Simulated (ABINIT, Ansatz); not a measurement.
# Quasiparticle gap of SnF4 (I4/mmm) in ABINIT, part 2 of 3

Wanted: ground state, empty states, screening and self-energy for SnF4 (I4/mmm).

ABINIT 10.8.3; PBEsol and many-body steps on it, plane waves. Known limits of the many-body steps: not at the basis limit; no spin-orbit coupling.

So far. Step 2 (Ground state): The gap is indirect, with the least direct gap 0.24 eV higher.

### 3. Bands along the symmetry lines

Level of this step: DFT, PBEsol, plane waves, norm-conserving pseudopotentials (ABINIT).

The cheap functional maps the bands first; the places of the edges decide which points the dearer methods must see.

Input file run.abi:

```
acell 3*1.0 Angstrom
rprim 
  -2.025000000000 2.025000000000 3.965000000000
  2.025000000000 -2.025000000000 3.965000000000
  2.025000000000 2.025000000000 -3.965000000000
ntypat 2
znucl 50 9
natom 5
typat 1 2 2 2 2
xred 
  0.000000000000 0.000000000000 0.000000000000
  0.237000000000 0.237000000000 0.000000000000
  0.763000000000 0.763000000000 0.000000000000
  0.500000000000 0.000000000000 0.500000000000
  0.000000000000 0.500000000000 0.500000000000
pp_dirpath "pseudos"
pseudos "Sn.upf, F.upf"
ecut 38
iscf -2
irdden 1
kptopt 0
nkpt 76
kpt 
  0.00000000 0.00000000 0.00000000
  0.00000000 0.00000000 0.06250000
  0.00000000 0.00000000 0.12500000
  0.00000000 0.00000000 0.18750000
  0.00000000 0.00000000 0.25000000
  0.00000000 0.00000000 0.31250000
  0.00000000 0.00000000 0.37500000
  0.00000000 0.00000000 0.43750000
  0.00000000 0.00000000 0.50000000
  0.03125000 0.03125000 0.46875000
  0.06250000 0.06250000 0.43750000
  0.09375000 0.09375000 0.40625000
  0.12500000 0.12500000 0.37500000
  0.15625000 0.15625000 0.34375000
  0.18750000 0.18750000 0.31250000
  0.21875000 0.21875000 0.28125000
  0.25000000 0.25000000 0.25000000
  0.21875000 0.28125000 0.21875000
  0.18750000 0.31250000 0.18750000
  0.15625000 0.34375000 0.15625000
  0.12500000 0.37500000 0.12500000
  0.09375000 0.40625000 0.09375000
  0.06250000 0.43750000 0.06250000
  0.03125000 0.46875000 0.03125000
  0.00000000 0.50000000 0.00000000
  0.00000000 0.43750000 0.00000000
  0.00000000 0.37500000 0.00000000
  0.00000000 0.31250000 0.00000000
  0.00000000 0.25000000 0.00000000
  0.00000000 0.18750000 0.00000000
  0.00000000 0.12500000 0.00000000
  0.00000000 0.06250000 0.00000000
  0.00000000 0.00000000 0.00000000
  0.06250000 0.06250000 -0.06250000
  0.12500000 0.12500000 -0.12500000
  0.18750000 0.18750000 -0.18750000
  0.25000000 0.25000000 -0.25000000
  0.31250000 0.31250000 -0.31250000
  0.37500000 0.37500000 -0.37500000
  0.43750000 0.43750000 -0.43750000
  0.50000000 0.50000000 -0.50000000
  0.47690105 0.52309895 -0.47690105
  0.45380211 0.54619789 -0.45380211
  0.43070316 0.56929684 -0.43070316
  0.40760421 0.59239579 -0.40760421
  0.38450526 0.61549474 -0.38450526
  0.36140631 0.63859369 -0.36140631
  0.33830737 0.66169263 -0.33830737
  0.31520842 0.68479158 -0.31520842
  -0.31520842 0.31520842 0.31520842
  -0.27580737 0.27580737 0.27580737
  -0.23640631 0.23640631 0.23640631
  -0.19700526 0.19700526 0.19700526
  -0.15760421 0.15760421 0.15760421
  -0.11820316 0.11820316 0.11820316
  -0.07880211 0.07880211 0.07880211
  -0.03940105 0.03940105 0.03940105
  0.00000000 0.00000000 0.00000000
  0.00000000 0.00000000 0.50000000
  -0.01630211 0.01630211 0.50000000
  -0.03260421 0.03260421 0.50000000
  -0.04890632 0.04890632 0.50000000
  -0.06520842 0.06520842 0.50000000
  -0.08151053 0.08151053 0.50000000
  -0.09781263 0.09781263 0.50000000
  -0.11411474 0.11411474 0.50000000
  -0.13041684 0.13041684 0.50000000
  0.50000000 0.50000000 -0.13041684
  0.50000000 0.50000000 -0.17661474
  0.50000000 0.50000000 -0.22281263
  0.50000000 0.50000000 -0.26901053
  0.50000000 0.50000000 -0.31520842
  0.50000000 0.50000000 -0.36140631
  0.50000000 0.50000000 -0.40760421
  0.50000000 0.50000000 -0.45380211
  0.50000000 0.50000000 -0.50000000
istwfk *1
nband 32
nbdbuf 2
tolwfr 1e-08
nstep 40
prtwf 0
prtvol 0
indata_prefix "in"
outdata_prefix "out"
tmpdata_prefix "tmp"
```

Started as:

```bash
> OMP_NUM_THREADS=1 mpirun -n 8 abinit run.abi > log
```

Numbers of over 12 decimals in the logs are rounded to 6 here.

Log:

```text
.Version 10.8.3 of ABINIT. v10.8.2 released Aug 2026.

 Symmetries : space group I4/m m m (#139); Bravais tI (body-center tetrag.)
[... echo of the input left out ...]
== DATASET  1 ==================================================================
-   mpi_nproc: 8, omp_nthreads: 1 (-1 if OMP is not activated)

--- !DatasetInfo
iteration_state: {dtset: 1, }
dimensions: {natom: 5, nkpt: 76, mband: 32, nsppol: 1, nspinor: 1, nspden: 1, mpw: 4946, }
cutoff_energies: {ecut:  38.0, pawecutdg:  -1.0, }
electrons: {nelect:   5.00000000E+01, charge:   0.00000000E+00, occopt:   1.00000000E+00, tsmear:   1.00000000E-02, }

 Real(R)+Recip(G) space primitive vectors, cartesian coordinates (Bohr,Bohr^-1):
 R(1)= -3.8266954  3.8266954  7.4927641  G(1)=  0.0000000  0.1306610  0.0667310
 R(2)=  3.8266954 -3.8266954  7.4927641  G(2)=  0.1306610  0.0000000  0.0667310
 R(3)=  3.8266954  3.8266954 -7.4927641  G(3)=  0.1306610  0.1306610  0.0000000
 Unit cell volume ucvol=  4.3888409E+02 bohr^3
 Angles (23,13,12)=  1.31084689E+02  1.31084689E+02  7.16785604E+01 degrees

 getcut: wavevector=  0.0000  0.0000  0.0000  ngfft=  54  54  54
         ecut(hartree)=     38.000   => boxcut(ratio)=   2.10582

--- Pseudopotential description ------------------------------------------------
- Sn Generated using ONCVPSP code by D. R. Hamann
- 50.00000  22.00000  180301                  znucl, zion, pspdat
12 -116133 2 -1 1628                          pspcod,pspxc,lmax,lloc,mmax
     nproj     2     2     2
  pspatm : epsatm=   27.40034533
         --- l  ekb(1:nproj) -->
             0    9.713037   -0.634809
             1    4.010174   -0.276233
             2   -2.400688   -0.611864
 pspatm: atomic psp has been read  and splines computed

- F Generated using ONCVPSP code by D. R. Hamann
-  9.00000   7.00000  180301                  znucl, zion, pspdat
12 -116133 2 -1 832                           pspcod,pspxc,lmax,lloc,mmax
     nproj     2     2     1
  pspatm : epsatm=    4.89824381
         --- l  ekb(1:nproj) -->
[...]
2   -2.394754
 pspatm: atomic psp has been read  and splines computed

--------------------------------------------------------------------------------

================================================================================
 prteigrs : about to open file out_EIG
 Non-SCF case, kpt    1 (  0.00000  0.00000  0.00000), residuals and eigenvalues=
  8.80E-09  1.26E-09  7.06E-09  9.36E-09  1.40E-09  6.69E-09  2.88E-09  3.23E-09
  2.31E-09  1.82E-09  3.36E-09  1.72E-09  5.58E-09  5.49E-09  4.52E-09  5.67E-09
  9.33E-09  3.44E-09  5.55E-09  7.76E-09  6.40E-09  2.44E-09  6.54E-09  2.38E-09
[...]
-4.6395E+00 -3.0190E+00 -3.0190E+00 -3.0121E+00 -7.9210E-01 -7.8767E-01
 -7.6429E-01 -7.0140E-01 -6.7717E-01 -6.7316E-01 -6.7316E-01 -6.2521E-01
 -6.0406E-01 -1.7473E-01 -1.7473E-01 -1.1870E-01 -9.0927E-02 -5.2826E-02
[...]
Non-SCF case, kpt   75 (  0.50000  0.50000 -0.45380), residuals and eigenvalues=
[...]
5.7018E-01  6.4634E-01
 Non-SCF case, kpt   76 (  0.50000  0.50000 -0.50000), residuals and eigenvalues=
[...]
-5.5329E-02 -5.5329E-02 -4.6014E-02 -1.3513E-02 -1.3513E-02  1.8860E-02
  1.8860E-02  1.9333E-01  4.0803E-01  4.8640E-01  5.0967E-01  5.0967E-01
  5.6653E-01  6.4870E-01

--- !ResultsGS
iteration_state: {dtset: 1, }
comment   : Summary of ground state results
lattice_vectors:
- [ -3.8266954,   3.8266954,   7.4927641, ]
- [  3.8266954,  -3.8266954,   7.4927641, ]
- [  3.8266954,   3.8266954,  -7.4927641, ]
lattice_lengths: [   9.24277,    9.24277,    9.24277, ]
lattice_angles: [131.085, 131.085,  71.679, ] # degrees, (23, 13, 12)
lattice_volume:   4.3888409E+02
convergence: {deltae:  0.000E+00, res2:  0.000E+00, residm:  9.990E-09, diffor:  0.000E+00, }
etotal    :  -3.19746573E+02
entropy   :   0.00000000E+00
fermie    :   2.47349154E-02
cartesian_stress_tensor: null
pressure_GPa: null
xred      :
- [  0.0000E+00,   0.0000E+00,   0.0000E+00, Sn]
- [  2.3700E-01,   2.3700E-01,   7.7149E-19,  F]
- [  7.6300E-01,   7.6300E-01,   2.4837E-18,  F]
- [  5.0000E-01,  -2.2708E-18,   5.0000E-01,  F]
- [ -2.2708E-18,   5.0000E-01,   5.0000E-01,  F]
cartesian_forces: null
force_length_stats: {min: null, max: null, mean: null, }

 Integrated electronic density in atomic spheres:
 ------------------------------------------------
 Atom  Sphere_radius  Integrated_density
[...]
================================================================================

 ----iterations are completed or convergence reached----

 Mean square residual over all n,k,spin=   44.522E-10; max=  99.895E-10
 reduced coordinates (array xred) for    5 atoms
[...]
0.500000000000     -0.000000000000      0.500000000000
      -0.000000000000      0.500000000000      0.500000000000

 cartesian coordinates (angstrom) at end:
    1      0.000000     0.000000     0.000000
    2      0.000000    -0.000000     1.879410
    3      0.000000    -0.000000     6.050590
    4      0.000000     2.025000    -0.000000
    5      2.025000     0.000000    -0.000000
 length scales=  1.889726125908  1.889726125908  1.889726125908 bohr
              =  1.000000000000  1.000000000000  1.000000000000 angstroms
 prteigrs : about to open file out_EIG
 Eigenvalues (hartree) for nkpt=  76  k points:
 kpt#   1, nband= 32, wtk=  1.00000, kpt=  0.0000  0.0000  0.0000 (reduced coord)
[...]
kpt#   2, nband= 32, wtk=  1.00000, kpt=  0.0000  0.0000  0.0625 (reduced coord)
[...]
kpt#   3, nband= 32, wtk=  1.00000, kpt=  0.0000  0.0000  0.1250 (reduced coord)
[...]
kpt#  75, nband= 32, wtk=  1.00000, kpt=  0.5000  0.5000 -0.4538 (reduced coord)
[...]
kpt#  76, nband= 32, wtk=  1.00000, kpt=  0.5000  0.5000 -0.5000 (reduced coord)
[...]
-0.08080   -0.05637   -0.05533   -0.05533   -0.04601   -0.01351   -0.01351    0.01886
   0.01886    0.19333    0.40803    0.48640    0.50967    0.50967    0.56653    0.64870

== END DATASET(S) ==============================================================
================================================================================

 -outvars: echo values of variables after computation  --------
            nband          32
             nkpt          76
          spgroup         139
 [... the other variables as echoed above ...]

 Calculation completed.
```

Wall time 67 s (8 MPI ranks of Arm Neoverse N1, shared host); peak memory 0.74 GiB; 9 min of CPU time.

Numbers from this step:

```yaml
gap: 3.412 eV
k_of_the_valence_top: 0, 0, 0.5
k_of_the_conduction_bottom: 0, 0, 0
least_direct_gap: 3.650 eV
```

The gap is 3.412 eV, as in the run before at this level.

Electronic bands along the path, in eV, zero at the top of the highest filled band:

| point | band 22 | band 23 | band 24 | band 25 | band 26 | band 27 | band 28 | band 29 |
| --- | --- | --- | --- | --- | --- | --- | --- | --- |
| Γ | -1.22 | -1.22 | -0.24 | -0.24 | 3.41 | 11.65 | 12.69 | 12.69 |
| halfway | -1.07 | -0.83 | -0.64 | -0.23 | 5.11 | 10.71 | 11.36 | 12.51 |
| X | -1.02 | -0.62 | -0.29 | 0.00 | 7.82 | 8.75 | 9.36 | 11.21 |
| halfway | -1.10 | -0.78 | -0.21 | -0.03 | 7.82 | 8.84 | 9.27 | 11.19 |
| P | -1.11 | -1.11 | -0.10 | -0.10 | 7.83 | 9.05 | 9.05 | 11.16 |
| halfway | -0.97 | -0.90 | -0.31 | -0.23 | 6.57 | 9.24 | 10.95 | 11.51 |
| N | -0.81 | -0.75 | -0.63 | -0.49 | 6.05 | 9.39 | 11.88 | 12.28 |
| halfway | -1.05 | -0.87 | -0.48 | -0.37 | 4.49 | 11.02 | 12.19 | 12.48 |
| Γ | -1.22 | -1.22 | -0.24 | -0.24 | 3.41 | 11.65 | 12.69 | 12.69 |
| halfway | -1.13 | -1.13 | -0.20 | -0.20 | 4.07 | 10.77 | 12.93 | 12.93 |
| M | -1.04 | -1.04 | -0.16 | -0.16 | 4.59 | 10.43 | 12.56 | 13.20 |
| halfway | -1.05 | -0.98 | -0.25 | -0.17 | 4.92 | 10.61 | 11.59 | 12.93 |
| S | -1.03 | -0.83 | -0.49 | -0.25 | 5.79 | 10.02 | 11.12 | 12.46 |
| jump to S0 | -1.03 | -0.83 | -0.49 | -0.25 | 5.79 | 10.02 | 11.12 | 12.46 |
| halfway | -0.99 | -0.73 | -0.70 | -0.45 | 4.84 | 10.64 | 12.34 | 12.72 |
| Γ | -1.22 | -1.22 | -0.24 | -0.24 | 3.41 | 11.65 | 12.69 | 12.69 |
| jump to X | -1.02 | -0.62 | -0.29 | 0.00 | 7.82 | 8.75 | 9.36 | 11.21 |
| halfway | -1.08 | -0.61 | -0.31 | -0.01 | 7.44 | 9.13 | 9.51 | 11.19 |
| R | -1.23 | -0.59 | -0.39 | -0.03 | 6.82 | 9.76 | 9.94 | 11.14 |
| jump to G | -1.23 | -0.59 | -0.39 | -0.03 | 6.82 | 9.76 | 9.94 | 11.14 |
| halfway | -1.16 | -0.82 | -0.36 | -0.11 | 5.23 | 10.73 | 11.44 | 11.85 |
| M | -1.04 | -1.04 | -0.16 | -0.16 | 4.59 | 10.43 | 12.56 | 13.20 |

### 4. Empty states on the mesh, 4×4×4 mesh, 227 bands

The sums over transitions need many empty states on a uniform mesh; this step solves for them.

Input file run.abi:

```
acell 3*1.0 Angstrom
rprim 
  -2.025000000000 2.025000000000 3.965000000000
  2.025000000000 -2.025000000000 3.965000000000
  2.025000000000 2.025000000000 -3.965000000000
ntypat 2
znucl 50 9
natom 5
typat 1 2 2 2 2
xred 
  0.000000000000 0.000000000000 0.000000000000
  0.237000000000 0.237000000000 0.000000000000
  0.763000000000 0.763000000000 0.000000000000
  0.500000000000 0.000000000000 0.500000000000
  0.000000000000 0.500000000000 0.500000000000
pp_dirpath "pseudos"
pseudos "Sn.upf, F.upf"
ecut 38
ngkpt 4 4 4
nshiftk 1
shiftk 0 0 0
kptopt 1
chksymbreak 0
irdden 1
istwfk *1
nband 227
prtvol 0
optdriver 6
gwr_task "HDIAGO"
paral_kgb 0
occopt 1
indata_prefix "in"
outdata_prefix "out"
tmpdata_prefix "tmp"
```

Log:

```text
[banner, memory and clock lines left out]
.Version 10.8.3 of ABINIT. v10.8.2 released Aug 2026.

 Symmetries : space group I4/m m m (#139); Bravais tI (body-center tetrag.)
[... echo of the input left out ...]
== DATASET  1 ==================================================================
-   mpi_nproc: 8, omp_nthreads: 1 (-1 if OMP is not activated)

--- !DatasetInfo
iteration_state: {dtset: 1, }
dimensions: {natom: 5, nkpt: 13, mband: 227, nsppol: 1, nspinor: 1, nspden: 1, mpw: 4928, }
cutoff_energies: {ecut:  38.0, pawecutdg:  -1.0, }
electrons: {nelect:   5.00000000E+01, charge:   0.00000000E+00, occopt:   1.00000000E+00, tsmear:   1.00000000E-02, }

.Using double precision arithmetic; gwpc =  8

- Reading GS density from: in_DEN

--- Pseudopotential description ------------------------------------------------
- Sn Generated using ONCVPSP code by D. R. Hamann
- 50.00000  22.00000  180301                  znucl, zion, pspdat
12 -116133 2 -1 1628                          pspcod,pspxc,lmax,lloc,mmax
     nproj     2     2     2
  pspatm : epsatm=   27.40034533
         --- l  ekb(1:nproj) -->
             0    9.713037   -0.634809
             1    4.010174   -0.276233
             2   -2.400688   -0.611864
 pspatm: atomic psp has been read  and splines computed

- F Generated using ONCVPSP code by D. R. Hamann
-  9.00000   7.00000  180301                  znucl, zion, pspdat
12 -116133 2 -1 832                           pspcod,pspxc,lmax,lloc,mmax
     nproj     2     2     1
  pspatm : epsatm=    4.89824381
         --- l  ekb(1:nproj) -->
             0    6.506434    1.065875
             1   -3.978753   -1.295852
             2   -2.394754
 pspatm: atomic psp has been read  and splines computed

   2.34966603E+03                                ecore*ucvol(ha*bohr**3)

 Total charge density [el/Bohr^3]
)     Maximum=    3.3444E+00  at reduced coord.    0.9259    0.9630    0.9630
)     Minimum=    1.3405E-03  at reduced coord.    0.5000    0.5000    0.0000
   Integrated=    5.0000E+01

 === KS gaps after direct diagonalization ===
 Indirect band gap semiconductor
 Fundamental gap:     3.412 (eV)
   VBM:     0.673 (eV) at k: [ 5.0000E-01,  5.0000E-01,  0.0000E+00]
   CBM:     4.085 (eV) at k: [ 0.0000E+00,  0.0000E+00,  0.0000E+00]
 Direct gap:         3.650 (eV) at k: [ 0.0000E+00,  0.0000E+00,  0.0000E+00]

== END DATASET(S) ==============================================================

 -outvars: echo values of variables after computation  --------
           etotal      0.0000000000E+00
            nband         227
             nkpt          13
          spgroup         139
 [... the other variables as echoed above ...]

 Calculation completed.
```

Wall time 4.6 min (8 MPI ranks); peak memory 11 GiB.

This step gave:

```
gap                                                           : 3.412 eV
k of the valence top                                          : 0.5, 0.5, 0
k of the conduction bottom                                    : 0, 0, 0
least direct gap                                              : 3.650 eV
k points computed                                             : 13
lowest point of the top converged band, above the valence top : 115.5624 eV
```

On this mesh the gap is 3.412 eV.

### 5. Screening, 4×4×4 mesh, 104 bands, screening to 141.5 eV

The RPA dielectric matrix is built and inverted for each q.

This step: RPA screening on PBEsol, plane waves, norm-conserving pseudopotentials.

Changes to run.abi since step 4:

```diff
@@ -23,10 +23,11 @@
 chksymbreak 0
-irdden 1
 istwfk *1
-nband 227
-prtvol 0
-optdriver 6
-gwr_task "HDIAGO"
-paral_kgb 0
 occopt 1
+irdwfk 1
+optdriver 3
+nband 104
+ecuteps 5.2
+inclvkb 2
+awtr 1
+symchi 1
 indata_prefix "in"
```

Log:

```text
.Version 10.8.3 of ABINIT. v10.8.2 released Aug 2026.

 Symmetries : space group I4/m m m (#139); Bravais tI (body-center tetrag.)
[... echo of the input left out ...]
== DATASET  1 ==================================================================
-   mpi_nproc: 8, omp_nthreads: 1 (-1 if OMP is not activated)

--- !DatasetInfo
iteration_state: {dtset: 1, }
dimensions: {natom: 5, nkpt: 13, mband: 104, nsppol: 1, nspinor: 1, nspden: 1, mpw: 4928, }
cutoff_energies: {ecut:  38.0, pawecutdg:  -1.0, }
electrons: {nelect:   5.00000000E+01, charge:   0.00000000E+00, occopt:   1.00000000E+00, tsmear:   1.00000000E-02, }

 SCREENING: Calculation of the susceptibility and dielectric matrices

 Based on a program developped by R.W. Godby, V. Olevano, G. Onida, and L. Reining.
 Incorporated in ABINIT by V. Olevano, G.-M. Rignanese, and M. Torrent.
.Using double precision arithmetic ; gwpc =  8

[... cell and pseudopotentials left out ...]
--------------------------------------------------------------------------------

 ==== K-mesh for the wavefunctions ====
 Number of points in the irreducible wedge :    13
[... list of points left out ...]
 Together with 16 symmetry operations and time-reversal symmetry
 yields    64 points in the full Brillouin Zone.

 ==== Q-mesh for the screening function ====
 Number of points in the irreducible wedge :    13
[... list of points left out ...]
 Together with 16 symmetry operations and time-reversal symmetry
 yields    64 points in the full Brillouin Zone.

 setmesh: FFT mesh size selected  =    45x   45x   45
          total number of points  =        91125

 vcoul_init : cutoff-mode = AUXILIARY_FUNCTION
 q-points for optical limit:   1
     1)      0.000010    0.000020    0.000030

- screening: taking advantage of time-reversal symmetry
- Maximum band index for partially occupied states nbvw = 25
- Remaining bands to be divided among processors   nbcw = 79
- Number of bands treated by each node ~9

 Number of electrons calculated from density =   50.0000; Expected =   50.0000
 average of density, n =  0.113925
 r_s =    1.2797
 omega_plasma =   32.5586 [eV]

 calculating chi0 at frequencies [eV] :
  1    0.000000E+00    0.000000E+00
  2    0.000000E+00    3.255860E+01

--------------------------------------------------------------------------------
  q-point number  1        q = ( 0.000000, 0.000000, 0.000000) [r.l.u.]
--------------------------------------------------------------------------------
[... chi0 elements left out ...]
 For q-point:  0.000010 0.000020 0.000030
  dielectric constant =   2.3883
  dielectric constant without local fields =   2.5005

  Average fulfillment of the sum rule on Im[epsilon] for q-point    1 :     44.82  [%]
[... wings left out ...]
  q-point number  2        q = ( 0.250000, 0.000000, 0.000000) [r.l.u.]
--------------------------------------------------------------------------------
[... chi0 elements left out ...]
  Average fulfillment of the sum rule on Im[epsilon] for q-point    2 :     57.06  [%]

 [... 11 further q-points ...]
```

It took 9.1 min on 8 MPI ranks; peak memory 6.1 GiB; 73 min of CPU time.

This step gave:

```
ε∞ with local fields, on this mesh, along the program's q direction : 2.388
the same without local fields                                       : 2.501
plasma frequency                                                    : 32.56 eV
plane waves in the screening matrix                                 : 251
```

Local fields lower ε∞ by 4 %.

[end of part 2 of 3]

[Paths, hosts, dates, memory and timing lines, banners, echoed tables and standing remarks are left out of the program output.]

[Logs are printed without paths, hosts, clocks, repeated set-up lines and the standing remarks that a program may print on its own settings, such as how far it seeks lower states.]

[Runs of the session that timed out or met a known fault of the program may be left out.]

[Hosts, paths, dates, database ids (printed as entryN), source tags and the programs' standing remarks are cut or masked in the printed files.]

[G0W0 gaps are taken among the corrected bands and points alone; a level outside them can change the order at an edge.]

[Where Ansatz stands beside ABINIT at settings called matched, ABINIT's density can come from a denser mesh and the files from another edition; pairs whose starting gaps differed by over 0.03 eV were left out, so agreement reads better than it is.]
